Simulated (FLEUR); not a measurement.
# Anisotropy of FePt (volume factor 0.92 on the database's cell) with FLEUR, part 2 of 2

Wanted: anisotropy for FePt (volume factor 0.92 on the database's cell), with the cost of each step.

FLEUR MaX-R8.1; PBE; all-electron FLAPW, Dirac cores, scalar-relativistic bands.

So far. Step 2 (The magnetic state): After 26 cycles the largest moment stands at 2.86 μB.

### Step 5. Spin–orbit coupling, moments along [001]

Level of this step: PBE; all-electron FLAPW, Dirac cores, scalar-relativistic bands with spin-orbit coupling (FLEUR).

Spin–orbit coupling ties the spins to the lattice and lets orbital moments form.

A new self-consistent run of the start ferro +, with the moments along z. The k list default-1 (kpts.xml, not shown) is a Γ-centred 21×21×16 mesh.

Contents of inp.xml:

```
<?xml version="1.0" encoding="UTF-8" standalone="no"?>
<fleurInput fleurInputVersion="0.39">
   <comment>
      FePt
   </comment>
   <calculationSetup>
      <cutoffs Kmax="3.6" Gmax="10.8" GmaxXC="10.8" numbands="72"/>
      <scfLoop itmax="110" minDistance="0.00002" maxIterBroyd="15" imix="Anderson" alpha="0.05" precondParam="0.0" spinf="2.0" sdNocoIR="T"/>
      <coreElectrons ctail="T" frcor="F" kcrel="0" coretail_lmax="0"/>
      <xcFunctional name="pbe" relativisticCorrections="F"/>
      <magnetism jspins="2"/>
      <soc l_soc="T" theta="0.0" phi="0.0" spav="F"/>
      <expertModes spex="0" secvar="F"/>
      <geometryOptimization l_f="F" forcealpha="1.0" forcemix="BFGS" epsdisp="0.00001" epsforce="0.00001"/>
      <ldaU l_linMix="F" mixParam="0.05" spinf="1.0"/>
   </calculationSetup>
   <cell>
      <bzIntegration valenceElectrons="32.0" mode="hist" fermiSmearingEnergy="0.00183747">
         <kPointListSelection listName="default-1"/>
         <xi:include xmlns:xi="http://www.w3.org/2001/XInclude" href="kpts.xml"> </xi:include>
      </bzIntegration>
      <xi:include xmlns:xi="http://www.w3.org/2001/XInclude" href="sym.xml"> </xi:include>
      <bulkLattice scale="1.0">
         <bravaisMatrix>
            <row-1>    5.0055928626325903     0.0000000000000000     0.0000000000000000</row-1>
            <row-2>    0.0000000000000000     5.0055928626325903     0.0000000000000000</row-2>
            <row-3>    0.0000000000000000     0.0000000000000000     6.8370866231687710</row-3>
         </bravaisMatrix>
      </bulkLattice>
   </cell>
   <atomSpecies>
      <species name="Iron (Fe) 2.800" element="Fe" atomicNumber="26">
         <mtSphere radius="2.4" gridPoints="793" logIncrement="0.015"/>
         <atomicCutoffs lmax="10" lnonsphr="8"/>
         <electronConfig flipSpins="F">
            <coreConfig>(1s1/2) (2s1/2) (2p1/2) (2p3/2)</coreConfig>
            <valenceConfig>(3s1/2) (3p1/2) (3p3/2) (4s1/2) (3d3/2) (3d5/2)</valenceConfig>
            <stateOccupation state="(3d3/2)" spinUp="1.4" spinDown="1.0"/>
            <stateOccupation state="(3d5/2)" spinUp="3.0" spinDown="0.6"/>
         </electronConfig>
         <energyParameters s="4" p="4" d="3" f="4"/>
         <lo type="SCLO" l="0" n="3" eDeriv="0"/>
         <lo type="SCLO" l="1" n="3" eDeriv="0"/>
      </species>
      <species name="Platinum (Pt)" element="Pt" atomicNumber="78">
         <mtSphere radius="2.4" gridPoints="793" logIncrement="0.017"/>
         <atomicCutoffs lmax="10" lnonsphr="8"/>
         <electronConfig flipSpins="F">
            <coreConfig>(1s1/2) (2s1/2) (2p1/2) (2p3/2) (3s1/2) (3p1/2) (3p3/2) (4s1/2) (3d3/2) (3d5/2) (4p1/2) (4p3/2) (5s1/2) (4d3/2) (4d5/2) (4f5/2) (4f7/2)</coreConfig>
            <valenceConfig>(5p1/2) (5p3/2) (6s1/2) (5d3/2) (5d5/2)</valenceConfig>
            <stateOccupation state="(6s1/2)" spinUp="0.500000" spinDown="0.500000"/>
            <stateOccupation state="(5d3/2)" spinUp="1.800000" spinDown="1.800000"/>
            <stateOccupation state="(5d5/2)" spinUp="2.700000" spinDown="2.700000"/>
         </electronConfig>
         <energyParameters s="6" p="6" d="5" f="5"/>
         <lo type="SCLO" l="1" n="5" eDeriv="0"/>
      </species>
   </atomSpecies>
   <atomGroups>
      <atomGroup species="Iron (Fe) 2.800">
         <relPos label="                   1">.0000000000 .0000000000 .0000000000</relPos>
         <force calculate="T" relaxXYZ="TTT"/>
      </atomGroup>
      <atomGroup species="Platinum (Pt)">
         <relPos label="                   2">1.000/2.000 1.000/2.000 1.000/2.000</relPos>
         <force calculate="T" relaxXYZ="TTT"/>
      </atomGroup>
   </atomGroups>
   <output dos="F" band="F" slice="F">
      <bandDOS minEnergy="-.5*Htr" maxEnergy="0.5*Htr" sigma="0.015" storeEVData="T"/>
      <plotting iplot="0" polar="F">
         <plot TwoD="T" vec1="  1.0  0.0  0.0" vec2="  0.0  1.0  0.0" vec3="  0.0  0.0  1.0" zero="  0.0  0.0  0.0" file="plot"/>
      </plotting>
      <moessbauerParams electricFieldGradient="F" isomerShift="F" coreHyperfine="F" valenceHyperfine="F"/>
   </output>
</fleurInput>
```

Contents of crystal.txt:

```
FePt
&input film=F cartesian=F /
2.64884567000  0.00000000000  0.00000000000
0.00000000000  2.64884567000  0.00000000000
0.00000000000  0.00000000000  3.61803043000
1.8897261246
1.0 1.0 1.0

2
26 0.00000000000  0.00000000000  0.00000000000 : 2.800
78 0.50000000000  0.50000000000  0.50000000000

&soc 0.0000000 0.0000000 /
&kpt div1=21 div2=21 div3=16 gamma=T /
```

Run with:

```sh
OMP_NUM_THREADS=1 inpgen -f crystal.txt > inpgen.log  # inp.xml is then edited as shown
OMP_NUM_THREADS=1 mpirun -n 4 fleur_MPI > fleur.log
```

The program printed:

```text
[banner, memory and clock lines left out]
Welcome to FLEUR        (www.flapw.de)
      MaX-Release 8.1          (www.max-centre.eu)

 ========== k-point set info ==========
 Selected k-point list: default-1
 k-point list type: mesh
 0 x 0 x 0
 Number of k points: 1000

 [... set-up left out ...]
 Iteration:     1   Distance:      42.85542926 me/bohr^3
 Iteration:     2   Distance:      18.50567204 me/bohr^3
 Iteration:     3   Distance:      14.04103597 me/bohr^3
 Iteration:     4   Distance:       8.86751684 me/bohr^3
 Iteration:     5   Distance:       6.67542744 me/bohr^3
 Iteration:     6   Distance:       7.20131227 me/bohr^3
 Iteration:     7   Distance:       3.43678263 me/bohr^3
 Iteration:     8   Distance:       2.97362491 me/bohr^3
 Iteration:     9   Distance:       1.06882379 me/bohr^3
 Iteration:    10   Distance:       0.70926083 me/bohr^3
 Iteration:    11   Distance:       0.22334584 me/bohr^3
 Iteration:    12   Distance:       0.09219021 me/bohr^3
 Iteration:    13   Distance:       0.04317840 me/bohr^3
 Iteration:    14   Distance:       0.02169447 me/bohr^3
[... lines left out ...]
 Iteration:    19   Distance:       0.00164666 me/bohr^3
 Iteration:    20   Distance:       0.00164118 me/bohr^3
 Iteration:    21   Distance:       0.00039697 me/bohr^3
 Iteration:    22   Distance:       0.00011006 me/bohr^3
 Iteration:    23   Distance:       0.00009209 me/bohr^3
 Iteration:    24   Distance:       0.00002821 me/bohr^3
 Iteration:    25   Distance:       0.00000722 me/bohr^3

 ********************************************************************
 Run finished successfully
 Stop message:
   all done
 ********************************************************************

--- out.xml (last complete iteration) ---
<iteration numberForCurrentRun="   25" overallNumber="   25">
         [... left out ...]
         <bandgap value="0.0000000000" units="eV"/>
         <sumValenceSingleParticleEnergies value="-16.4612127716" units="Htr"/>
         <FermiEnergy value="0.4948707348" units="Htr"/>
         [... left out ...]
         <magneticMomentsInMTSpheres units="muBohr">
            <globalMagMoment atomType="1" vec="0.00000   0.00000   2.78052"/>
            <globalMagMoment atomType="2" vec="0.00000   0.00000   0.37068"/>
         </magneticMomentsInMTSpheres>
         <orbitalMomentsInMTSpheres units="muBohr">
            <globalMagMoment atomType="1" vec="0.00000   0.00000   0.05257"/>
            <globalMagMoment atomType="2" vec="0.00000   0.00000   0.03472"/>
         </orbitalMomentsInMTSpheres>
         [... left out ...]
         <totalEnergy value="   -19719.5874033953" units="Htr">
            <sumOfEigenvalues value="   -12055.5849606952">
               <coreElectrons value="-12039.1237479235"/>
               <valenceElectrons value="-16.4612127716"/>
            </sumOfEigenvalues>
         [... left out ...]
            <freeEnergy value="-19719.5877700475"/>
            <extrapolationTo0K value="-19719.5875867214"/>
         </totalEnergy>
         <densityConvergence units="me/bohr^3">
            <chargeDensity spin="1" distance="0.0000053693"/>
            <chargeDensity spin="2" distance="0.0000045840"/>
            <overallChargeDensity distance="0.0000072156"/>
            <spinDensity distance="0.0000069008"/>
         </densityConvergence>
      </iteration>
```

Elapsed: 11 min, on 4 MPI ranks of Arm Neoverse V1, shared host; peak memory 0.97 GiB.

This step gave:

| Item | Value |
| --- | --- |
| free energy | -536597.3194 eV |
| program's band gap on this mesh (in a metal only a level spacing) | 0 eV |
| magnetization | 3.092 μB |
| final state | ferromagnetic |
| largest moment | 2.781 μB |
| orbital moment along the spin | 0.05257 μB |

Orbital moment in the sphere, along the spin axis by atom:

```
atom  orbital moment in the sphere, along the spin axis (μB)
 Fe1                                                  0.0526
 Pt2                                                  0.0347
```

### Step 6. What came out

```
reference state                                                             : ferromagnetic
largest sphere moment                                                       : 2.86 μB
easy direction of those tried                                               : [001]
energy along [100] less [001], force theorem                                : 3.08 meV a primitive cell
orbital moment on the atom of largest spin, along its spin (spin–orbit run) : 0.0526 μB
```

In words: By the force theorem the moments prefer [001]; shape anisotropy is not in it. The difference for the second direction goes from 3.0 meV (mesh 14×14×11, 72 states, 6.7 min of CPU time) to 3.1 meV (mesh 21×21×16, 72 states, 22 min). The orbital moment is parallel to the spin. The state was typed, and no other order was converged beside it, so it need not be the ground state.

[Logs and program files are shortened in this print: banners, set-up blocks, solver, clock and traceback lines can be left out without a mark of their own.]

[Logs are printed without paths, hosts, clocks, repeated set-up lines and the standing remarks that a program may print on its own settings, such as how far it seeks lower states.]

[Hosts, paths, dates, database ids (printed as entryN), source tags and the programs' standing remarks are cut or masked in the printed files.]

[Where a cell is said to come from a database of computed structures, the database is the Materials Project.]
